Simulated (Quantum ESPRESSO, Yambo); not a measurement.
Four G0W0 runs on PbO (Massicot).

It takes space group Pbcm (No. 57, orthorhombic). The conventional cell has a = 5.893 Å, b = 5.490 Å, c = 4.753 Å, α = 90.00°, β = 90.00°, γ = 90.00°. Nearest to Pb lie 4 O at 2.22 to 2.48 Å. Nearest to O lie 4 Pb at 2.22 to 2.48 Å. Farther neighbours and most contacts between anions are not listed.

```
Pb O
1.0
     5.89310    0.00000    0.00000
     0.00000    5.49040    0.00000
     0.00000    0.00000    4.75280
Pb O
4 4
Direct
  0.22970 0.98840 0.25000
  0.77030 0.01160 0.75000
  0.22970 0.51160 0.75000
  0.77030 0.48840 0.25000
  0.86530 0.09170 0.25000
  0.13470 0.90830 0.75000
  0.86530 0.40830 0.75000
  0.13470 0.59170 0.25000
```

The cell and positions come from the Crystallography Open Database and are kept as given unless a step says otherwise. Spin-orbit coupling is left out unless a run names it.

Program: Yambo 5.3.0; PBEsol start, 2×2×4 mesh, Godby-Needs plasmon pole.

| bands | screening cutoff (eV) | gap on the mesh (eV) |
| --- | --- | --- |
| 131 | 88.4 | 2.930 |
| 354 | 88.4 | 2.890 |
| 131 | 149.7 | 2.918 |

If the two steps added up, what gap would 354 bands at 149.7 eV give? Do they add up?

From the first row, the second adds −0.040 eV and the third −0.012 eV, so the sum predicts 2.930 −0.040 −0.012 = 2.878 eV. The run gave 2.942 eV, +0.064 eV from that. They don't add up: at the higher cutoff the same bands are worth +0.024 eV.

Limits: not at the basis limit; no spin-orbit coupling; coarse k mesh.

[Paths, hosts, dates, memory and timing lines, banners, echoed tables and standing remarks are left out of the program output.]

[Logs are printed without paths, hosts, clocks, repeated set-up lines and the standing remarks that a program may print on its own settings, such as how far it seeks lower states.]

[Runs of the session that timed out or met a known fault of the program may be left out.]

[Hosts, paths, dates, database ids (printed as entryN), source tags and the programs' standing remarks are cut or masked in the printed files.]
